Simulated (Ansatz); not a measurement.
# BaPbO3 (model cell, started as cubic perovskite with Pb in the octahedra): following an unstable mode, part 3 of 3

Which phase does BaPbO3 (model cell, started as cubic perovskite with Pb in the octahedra) fall into along its unstable mode, and how much energy does it gain?

Ansatz 0.2.0; DFT PBEsol, scalar-relativistic, plane waves, PAW; PAW set soft_1.

So far. Step 5 (Energy along the mode, all amplitudes (two of the runs …): The lowest of the steps tried is at 0.45 Å, 27.6 meV/atom below the parent; the bottom of the well need not coincide with a step. Step 7 (The new phase in its own primitive cell): The largest force component left is 0.72 meV/Å and the pressure is -0.001 GPa, within the tolerances set. The cell now holds 15.67 Å³/atom. The relaxed cell has a, b, c = 6.022, 8.514, 6.112 Å (conventional setting).

The structure was built from a prototype and need not be the compound's stable phase.

### Step 8. Modes of the new phase, occupations fixed

A relaxed structure may still be a saddle point, so its zone-centre modes are computed. The response to a homogeneous field gives the Born charges and the dielectric tensor.

Input file input.yaml:

```yaml
crystal:
  lattice:
    - [-3.0110904201, 4.2570881177, 3.0560787278]
    - [3.0110904201, -4.2570881177, 3.0560787278]
    - [3.0110904201, 4.2570881177, -3.0560787278]
  atoms:
    - { symbol: Ba, position: [0.7430314373, 0.9930314373, 0.75] }
    - { symbol: Ba, position: [0.2569685627, 0.0069685627, 0.25] }
    - { symbol: Pb, position: [0.0, 0.5, 0.5] }
    - { symbol: Pb, position: [0.5, 0.5, 0.0] }
    - { symbol: O, position: [0.175933517, 0.425933517, 0.75] }
    - { symbol: O, position: [0.824066483, 0.574066483, 0.25] }
    - { symbol: O, position: [0.7072424046, 0.5, 0.7072424046] }
    - { symbol: O, position: [0.2927575954, 0.5, 0.2927575954] }
    - { symbol: O, position: [0.7072424046, 0.0, 0.2072424046] }
    - { symbol: O, position: [0.2927575954, 0.0, 0.7927575954] }
kpoints:
  mp_grid: { grid: [8, 8, 8] }
hamiltonian:
  xc: pbesol
  pseudopotentials: { kind: paw, azcp: { folder: soft_1 }, xc_functional: pbe }
scf:
  occupations: { method: fixed }
output:
  eigenvalues: true
phonons:
  method: dfpt
  dielectric: true
  rigid_motions: translations
```

Launch:

```
$ ansatz run input.yaml --threads 4 --pin off --max-ram 16384MiB --backend cpu --events-out ev --progress --plain --runs-dir out
```

Numbers of over 12 decimals in the logs are rounded to 6 here.

What it wrote:

```text
[...]
Crystal: 10 atoms, lattice volume = 156.697 Å³
Basis set: ecut = 420 eV, 3087 PW (Γ), exchange–correlation on 96×96×96 points (8 copies of the dense FFT grid, shifted against one another)
Bands: 52, of which v1, the nominal top of the filled ones, is band 42 counted from 1 (41 counted from 0)
Symmetry: 8 space group operations
k-points: 260 of 512 (irreducible under 1 space group operation, time reversal used)
[...]
SCF iter   1: F=—  HF=-38610.885735 eV  |F-HF|=—  |Δ(HF+E_count)|=         —  Δρ=5.98e-2  dr2=8.98e0  ethr=3.10e-3  ⟨swp⟩=6.0  Hψ=56767  notcnv=0  defer=1987
[...]
SCF iter  12: F=-38607.322806 eV  HF=-38607.322806 eV  |F-HF|=7.28e-11  |Δ(HF+E_count)|=  5.82e-11  Δρ=2.22e-7  dr2=6.49e-11  ethr=1.00e-12  ⟨swp⟩=22.6  Hψ=123406  notcnv=0
SCF 1 converged in 12 iterations: F = -38607.322806 eV  dr2 = 6.49e-11
[...]
NSCF: frozen V_eff on 260 k-points
[...]
DFPT response loops at Γ: preconditioner auto → Resta (q_TF=auto, 2.459 Å⁻¹)  ε∞=14.9 (no band partly filled); β = 1.00, the filter's whole step (`scf.mixing.beta` (0.50) is not read by the response loops at its default; to damp them type it under 1.00, their step now; it binds the ground state too); Broyden in place of MSR1
── the response to a field inside a basis, on 8×8×8 k-points: an SCF that follows is theirs, and a resumed run solves both again ──
Bands: 43, of which v1, the nominal top of the filled ones, is band 42 counted from 1 (41 counted from 0)
k-points: 94 of 512
[...]
Eigensolver: Dense (94 Hₖ)
SCF iter   1: F=—  HF=-38607.123884 eV  |F-HF|=—  |Δ(HF+E_count)|=         —  Δρ=5.31e-4  dr2=1.68e-4  ethr=1.00e-1
[...]
SCF iter   7: F=-38607.123961 eV  HF=-38607.123961 eV  |F-HF|=5.69e-9  |Δ(HF+E_count)|=   1.24e-8  Δρ=2.50e-6  dr2=9.92e-9  ethr=1.25e-10
SCF 1 converged in 7 iterations: F = -38607.123961 eV  dr2 = 9.92e-9
[...]
SCF converged after 12 iterations
Free energy (F): -38607.322806 eV
[...]
Internal energy: -38607.322806 eV  (E = F + TS)
E sigma→0 (E₀):  -38607.322806 eV
Fermi energy:    8.954089 eV
[...]
--- Band table (eV; the first three rows and the last of 260) ---
  k-point 0: bands = [... 38 lower, 8.5495, 8.6241, 8.7707, 8.9373, 9.2227, 13.6873, 14.0756, 14.1332, ... 6 higher]
  k-point 1: bands = [... 38 lower, 8.5568, 8.6113, 8.6751, 8.7450, 9.3837, 13.6725, 14.1396, 14.2538, ... 6 higher]
  k-point 2: bands = [... 38 lower, 8.4370, 8.4901, 8.5885, 8.5904, 9.8629, 13.2773, 14.5108, 14.6323, ... 6 higher]
  k-point 259: bands = [... 38 lower, 8.2347, 8.3399, 8.7993, 8.9296, 11.7716, 13.5593, 15.5261, 15.9380, ... 6 higher]
--- Phonons (Γ-DFPT): 12 representative perturbations + reference, on 260 of 512 k-points (Σ response iterations 47) ---
  k mesh reduced under 1 symmetry operation, with k and −k counted as one. Each operation leaves every solved perturbation unchanged. A smaller set is not considered because the run solves the response to a homogeneous field
  ASR residual: 2.299e-4 → 0.000e0 eV/Å²; symmetrization residual: 7.980e-6 eV/Å²
  ASR residual per site (eV/Å²): 1.78e-5 1.78e-5 9.23e-5 9.23e-5 2.30e-4 2.30e-4 6.49e-5 6.49e-5 6.49e-5 6.49e-5
  Γ frequencies (cm⁻¹): 0.00 0.00 0.00 63.00 75.99 77.37 102.97 105.51 114.50 114.80 115.63 126.77 159.94 164.28 165.28 170.85 198.42 202.17 204.69 207.57 258.59 271.38 272.20 312.81 333.66 346.42 495.30 506.62 521.76 591.11
  ε∞ (high-frequency dielectric tensor):
        7.989432     0.000000     0.000000
        0.000000     7.854664    -0.000000
        0.000000    -0.000000     8.014624
  ε⁰ (static dielectric tensor: ions relaxed, cell fixed):
       43.407671    -0.000000    -0.000000
       -0.000000    24.997908     0.000000
       -0.000000     0.000000    22.477222
  ε⁰ − ε∞ (ionic part):
       35.418239    -0.000000    -0.000000
       -0.000000    17.143244     0.000000
       -0.000000     0.000000    14.462599
  softest optical mode at Γ: 63.00 cm⁻¹; the repairs (sum rule, projections) moved no ω² at Γ by more than (2.83 cm⁻¹)²
  Born effective charges Z* (e; rows j = field, columns β = displacement):
    site 0:
         2.60891    0.00000    0.00000
         0.00000    2.66925    0.00000
         0.00000   -0.00000    2.89387
    site 1:
         2.60891    0.00000    0.00000
         0.00000    2.66925    0.00000
         0.00000   -0.00000    2.89387
    site 2:
         4.76105    0.00000    0.00000
         0.00000    4.68431   -1.16448
         0.00000    1.52812    4.72260
    site 3:
         4.76105    0.00000    0.00000
         0.00000    4.68431    1.16448
         0.00000   -1.52812    4.72260
    site 4:
        -1.70463   -0.00000    0.00000
        -0.00000   -3.55842    0.00000
        -0.00000   -0.00000   -2.21490
    site 5:
        -1.70463   -0.00000    0.00000
        -0.00000   -3.55842    0.00000
        -0.00000   -0.00000   -2.21490
    site 6:
        -2.83266   -0.00000    1.05251
        -0.00000   -1.89757    0.00000
         0.89988   -0.00000   -2.70079
    site 7:
        -2.83266   -0.00000    1.05251
        -0.00000   -1.89757    0.00000
         0.89988   -0.00000   -2.70079
    site 8:
        -2.83266   -0.00000   -1.05251
        -0.00000   -1.89757    0.00000
        -0.89988   -0.00000   -2.70079
    site 9:
        -2.83266   -0.00000   -1.05251
        -0.00000   -1.89757    0.00000
        -0.89988   -0.00000   -2.70079
  Z* charge neutrality: 3.239e-2 e pre-enforcement
  solved inside a basis spanned on kpoints, on 8×8×8 k-points, its susceptibility summed on 12×12×12: ε∞ is read to err by 5.4e-2, Z* by 3.5e-2 e (field_mesh: kpoints solves on kpoints); Z* is corrected for what the basis lacks
  optical modes at Γ without the LO–TO term, one row a degenerate level:
      ω (cm⁻¹)  modes    IR ((D/Å)²/amu)
         63.00      1             0.0000
[...]
optical modes at Γ + LO–TO along q̂ = [1.0000, 0.0000, 0.0000]:
      ω (cm⁻¹)  modes    IR ((D/Å)²/amu)
[...]
optical modes at Γ + LO–TO along q̂ = [0.0000, 1.0000, 0.0000]:
      ω (cm⁻¹)  modes    IR ((D/Å)²/amu)
[...]
optical modes at Γ + LO–TO along q̂ = [0.0000, 0.0000, 1.0000]:
      ω (cm⁻¹)  modes    IR ((D/Å)²/amu)
[...]
207.57      1            21.1690
        238.87      1             2.4666
        258.59      1             0.0000
        272.20      1             0.0000
        312.81      1             0.0000
        332.85      1            21.1264
        333.66      1             0.0000
        346.42      1             0.0000
        495.30      1            37.7643
        506.62      1            28.8100
        578.08      1            45.3547
        591.11      1             0.0000
```

The job ended after 27 min (4 threads of Arm Neoverse V1, shared host; peak memory 8.5 GiB; 1.7 h of CPU time).

Numbers from this step:

```yaml
sum_rule_residual_before_enforcement: 2.30e-4 eV/Å²
miss_of_the_charge_sum_rule: 0.03239 e
estimated_error_of_the_dielectric_tensor: 0.05365
estimated_error_of_the_born_charges: 0.03527 e
point_group: mmm
highest_optical_mode_at_the_zone_centre_no_lo_to_term: 591.1 cm⁻¹
lowest_optical_zone_centre_mode: 63 cm⁻¹
mean_high_frequency_dielectric_constant: 7.953
largest_born_charge_third_of_the_trace: 4.723 e
mean_static_dielectric_constant: 30.29
top_of_the_zone_centre_spectrum_with_the_field: 591.1 cm⁻¹
```

Patterns of degenerate modes are one choice out of their space. Modes at Γ, with each element's share of the kinetic energy:

| mode | frequency (cm⁻¹) | symmetry | Ba % | Pb % | O % |
| --- | --- | --- | --- | --- | --- |
| 1 | 0.0 | acoustic | 35 | 53 | 12 |
| 2 | 0.0 | acoustic | 35 | 53 | 12 |
| 3 | 0.0 | acoustic | 35 | 53 | 12 |
| 4 | 63.0 | B2g | 40 | 0 | 60 |
| 5 | 76.0 | B3u | 37 | 7 | 56 |
| 6 | 77.4 | B1g | 0 | 0 | 100 |
| 7 | 103.0 | B3g | 100 | 0 | 0 |
| 8 | 105.5 | B2u | 63 | 34 | 3 |
| 9 | 114.5 | Ag | 98 | 0 | 2 |
| 10 | 114.8 | B2g | 59 | 0 | 41 |
| 11 | 115.6 | B1u | 61 | 38 | 1 |
| 12 | 126.8 | B3u | 27 | 31 | 42 |
| 13 | 159.9 | B2u | 2 | 71 | 28 |
| 14 | 164.3 | Au | 0 | 68 | 32 |
| 15 | 165.3 | B1u | 2 | 90 | 8 |
| 16 | 170.8 | B3u | 1 | 5 | 94 |
| 17 | 198.4 | Au | 0 | 32 | 68 |
| 18 | 202.2 | B1u | 1 | 10 | 89 |
| 19 | 204.7 | Ag | 2 | 0 | 98 |
| 20 | 207.6 | B2u | 0 | 39 | 61 |
| 21 | 258.6 | B2g | 1 | 0 | 99 |
| 22 | 271.4 | B1u | 1 | 6 | 93 |
| 23 | 272.2 | B3g | 0 | 0 | 100 |
| 24 | 312.8 | Ag | 0 | 0 | 100 |
| 25 | 333.7 | B1g | 0 | 0 | 100 |
| 26 | 346.4 | B3g | 0 | 0 | 100 |
| 27 | 495.3 | B3u | 0 | 4 | 96 |
| 28 | 506.6 | B2u | 0 | 4 | 96 |
| 29 | 521.8 | B1u | 0 | 3 | 97 |
| 30 | 591.1 | B3g | 0 | 0 | 100 |

Displacements in mode 4 (63.0 cm⁻¹), the largest set to 1:
```
Ba1 -0.32  0.00  0.00
Ba2  0.32  0.00  0.00
Pb3  0.00  0.00  0.00
Pb4  0.00  0.00  0.00
O5  -1.00  0.00  0.00
O6   1.00  0.00  0.00
O7   0.00  0.40  0.00
O8   0.00 -0.40  0.00
O9   0.00 -0.40  0.00
O10  0.00  0.40  0.00
```

Displacements in mode 8 (105.5 cm⁻¹), the largest set to 1:
```
Ba1  0.00  1.00  0.00
Ba2  0.00  1.00  0.00
Pb3  0.00 -0.58  0.13
Pb4  0.00 -0.58 -0.13
O5   0.00 -0.49  0.00
O6   0.00 -0.49  0.00
O7   0.00 -0.29  0.00
O8   0.00 -0.29  0.00
O9   0.00 -0.29  0.00
O10  0.00 -0.29  0.00
```

Optical modes at the zone centre, without and with the macroscopic field of the longitudinal modes; each column is sorted by frequency, so a row need not hold one and the same mode. Modes with and without the field, by row:

| rank among optical modes | no field (cm⁻¹) | q along (1, 0, 0) (cm⁻¹) | q along (0, 1, 0) (cm⁻¹) | q along (0, 0, 1) (cm⁻¹) |
| --- | --- | --- | --- | --- |
| 1 | 63 | 63 | 63 | 63 |
| 2 | 76 | 77.4 | 76 | 76 |
| 3 | 77.4 | 100.8 | 77.4 | 77.4 |
| 4 | 103 | 103 | 103 | 103 |
| 5 | 105.5 | 105.5 | 108.4 | 105.5 |
| 6 | 114.5 | 114.5 | 114.5 | 114.5 |
| 7 | 114.8 | 114.8 | 114.8 | 114.8 |
| 8 | 115.6 | 115.6 | 115.6 | 116.2 |
| 9 | 126.8 | 133.3 | 126.8 | 126.8 |
| 10 | 159.9 | 159.9 | 164.3 | 159.9 |
| 11 | 164.3 | 164.3 | 165.3 | 164.3 |
| 12 | 165.3 | 165.3 | 170.8 | 170.8 |
| 13 | 170.8 | 198.4 | 176.5 | 171.5 |
| 14 | 198.4 | 202.2 | 198.4 | 198.4 |
| 15 | 202.2 | 204.7 | 202.2 | 204.7 |
| 16 | 204.7 | 207.6 | 204.7 | 207.6 |
| 17 | 207.6 | 248.6 | 258.6 | 238.9 |
| 18 | 258.6 | 258.6 | 271.4 | 258.6 |
| 19 | 271.4 | 271.4 | 272.2 | 272.2 |
| 20 | 272.2 | 272.2 | 292.1 | 312.8 |
| 21 | 312.8 | 312.8 | 312.8 | 332.9 |
| 22 | 333.7 | 333.7 | 333.7 | 333.7 |
| 23 | 346.4 | 346.4 | 346.4 | 346.4 |
| 24 | 495.3 | 506.6 | 495.3 | 495.3 |
| 25 | 506.6 | 521.8 | 521.8 | 506.6 |
| 26 | 521.8 | 568.4 | 566.2 | 578.1 |
| 27 | 591.1 | 591.1 | 591.1 | 591.1 |

Born charge (rows field, columns displacement) (e), principal values of the symmetric part by kind of site:

| atom | atoms with these values | low | middle | high | mean |
| --- | --- | --- | --- | --- | --- |
| Ba1 | 2 | 2.61 | 2.67 | 2.89 | 2.72 |
| Pb3 | 2 | 4.52 | 4.76 | 4.89 | 4.72 |
| O5 | 2 | -3.56 | -2.21 | -1.70 | -2.49 |
| O7 | 4 | -3.75 | -1.90 | -1.79 | -2.48 |

In full for Pb3:

```
 4.76  0.00  0.00
 0.00  4.68 -1.16
 0.00  1.53  4.72
```

High-frequency dielectric tensor:

```
7.99 0.00 0.00
0.00 7.85 0.00
0.00 0.00 8.01
```

Static dielectric tensor (ions relaxed, fixed cell):

```
43.41  0.00  0.00
 0.00 25.00  0.00
 0.00  0.00 22.48
```

Transverse modes. Infrared lines, with heights relative to the strongest:

| position (cm⁻¹) | relative intensity |
| --- | --- |
| 63 | 0.0 |
| 76 | 25 |
| 77 | 0.0 |
| 103 | 0.0 |
| 106 | 3.9 |
| 114 | 0.0 |
| 115 | 0.0 |
| 116 | 0.8 |
| 127 | 7.1 |
| 160 | 36 |
| 164 | 0.0 |
| 165 | 16 |
| 171 | 49 |
| 198 | 0.0 |
| 202 | 57 |
| 205 | 0.0 |
| 208 | 56 |
| 259 | 0.0 |
| 271 | 37 |
| 272 | 0.0 |
| 313 | 0.0 |
| 334 | 0.0 |
| 346 | 0.0 |
| 495 | 100 |
| 507 | 76 |
| 522 | 72 |
| 591 | 0.0 |

Before it was imposed, the acoustic sum rule was missed by 2.3e-4 eV/Å² and the charge sum rule by 0.032 e. The charge miss is large and points to the mesh or the basis. The lowest optical mode is real, 63.0 cm⁻¹.

### Step 9. Outcome

```json
{
 "unstable mode of the parent": "q = (-0.5, -0.5, -0.5), 163i cm⁻¹",
 "depth at the lowest point sampled": "27.6 meV/atom",
 "largest atomic shift at that point": "0.45 Å",
 "space group reached (within 0.01 Å)": "Imma",
 "energy gained over the parent (first relaxation, on the mesh of the frozen mode)": "31.6 meV/atom",
 "volume per atom, phase reached": "15.7 Å³",
 "gap on the k-mesh, phase reached": "0.269 eV",
 "lowest optical zone-centre mode, phase reached": "63.0 cm⁻¹",
 "highest optical mode at the zone centre (no LO-TO term), phase reached": "591 cm⁻¹"
}
```

In words: Along this mode the structure falls into Imma, 31.6 meV/atom below the parent. At the parent's cell the well is 27.57 meV/atom deep on the steps tried, with its lowest point at a shift of 0.45 Å. Relaxing atoms and cell changes the gain by +4.05 meV/atom against the lowest step (energies at zero smearing). The new phase has no imaginary mode at the zone centre of its cell; other wavevectors were not checked. Of the 4 patterns followed to their end from this parent, this one reaches the lowest energy. Another end point lies within 1 meV/atom; how such a difference moves with mesh and cutoff was not tested. Each path keeps the symmetry of its pattern, so a lower phase may lie along a pattern not tried. With no gap, or one that is small against the smearing, the frequencies hang on the k mesh and the smearing, most of all near Kohn anomalies. Spin-orbit coupling is left out, which can matter for the heavy elements here. The PAW files were made for PBE and serve the other functionals too. The starting cell was built on a prototype and not taken from a measurement, so the phase need not exist.

[Logs are printed without paths, hosts, clocks, repeated set-up lines and the standing remarks that a program may print on its own settings, such as how far it seeks lower states.]

[Hosts, paths, dates, database ids (printed as entryN), source tags and the programs' standing remarks are cut or masked in the printed files.]
